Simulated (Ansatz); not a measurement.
System: Rb2LiVO4 (Cmc2_1).

The structure is orthorhombic, space group Cmc2_1 (No. 36). The conventional cell has a = 5.879 Å, b = 11.701 Å, c = 7.933 Å, α = 90.00°, β = 90.00°, γ = 90.00°. Nearest to Rb lie 10 O at 2.88 to 3.57 Å and 3 Li at 3.18 to 3.60 Å and 1 V at 3.49 Å. Nearest to Rb lie 8 O at 2.89 to 3.24 Å and 1 Li at 3.11 Å. Li has 4 O at 1.89 to 2.06 Å nearest. Nearest to V lie 4 O at 1.71 to 1.72 Å. O has 1 V at 1.72 Å and 1 Li at 1.89 Å and 5 Rb at 3.02 to 3.57 Å nearest. Nearest to O lie 1 V at 1.71 Å and 1 Li at 2.06 Å and 4 Rb at 2.88 to 3.06 Å. Farther neighbours and most contacts between anions are not listed.

```xyz
16
Lattice="2.9395 -5.8505 0.0000 2.9395 5.8505 0.0000 0.0000 0.0000 7.9330" Properties=species:S:1:pos:R:3 pbc="T T T"
Rb    2.9395   -1.2286    7.5268
Rb    2.9395    1.2286    3.5603
Rb    2.9395    5.1285    4.7059
Rb    2.9395   -5.1285    0.7394
Li    2.9395    3.5232    1.3613
Li    2.9395   -3.5232    5.3278
V     2.9395   -2.2290    3.0891
V     2.9395    2.2290    7.0556
O     1.5515   -1.6943    2.2347
O     4.3275    1.6943    6.2012
O     4.3275   -1.6943    2.2347
O     1.5515    1.6943    6.2012
O     2.9395   -1.5679    4.6702
O     2.9395    1.5679    0.7037
O     2.9395   -3.9198    3.3604
O     2.9395    3.9198    7.3269
```

The cell and positions come from the Crystallography Open Database and are kept as given unless a step says otherwise.

Gaps computed with Ansatz 0.2.0 without a self-energy: LDA 3.90 eV, r2SCAN 4.35 eV, HSE06 5.58 eV and PBE0 6.36 eV. The mean ε∞ by r2SCAN perturbation theory is 2.75.

Q: What gap should G0W0 on r2SCAN give (4×4×2 mesh, 918 empty bands, screening to 130 eV, PAW set soft_1 files)?

About 6.95 eV: on its mesh the run moves the gap from 4.35 eV by +2.59 eV. Among the scalar-relativistic levels given, PBE0 is nearest (−0.59 eV). One-shot corrections scale roughly with one over ε∞, here 0.36. Bands and cutoff are finite, so the gap is not at the basis limit. The miss can reach some tenths of an eV and take either sign; the mesh is an error of its own. The 4×4×2 mesh is coarse for this cell (its supercell is 16 Å along the shortest edge). The RPA ε∞ on it, from the r2SCAN start, is 2.52, 2.57 and 2.60; such meshes misread the long-range screening, most where the gap is narrow. The runs have no spin polarisation. For a closed low-spin shell that is the natural state; where a d or f shell is open it is a constraint, and the gap is then not the crystal's own. With d states at the gap, one-shot GW leans hard on its start. The many-body steps are scalar-relativistic: spin-orbit coupling is not in them.

[Paths, hosts, dates, memory and timing lines, banners, echoed tables and standing remarks are left out of the program output.]

[Logs are printed without paths, hosts, clocks, repeated set-up lines and the standing remarks that a program may print on its own settings, such as how far it seeks lower states.]

[Runs of the session that timed out or met a known fault of the program may be left out.]

[Cells called generated may have been cut or substituted from an entry of the Crystallography Open Database or the Materials Project.]

[Hosts, paths, dates, database ids (printed as entryN), source tags and the programs' standing remarks are cut or masked in the printed files.]
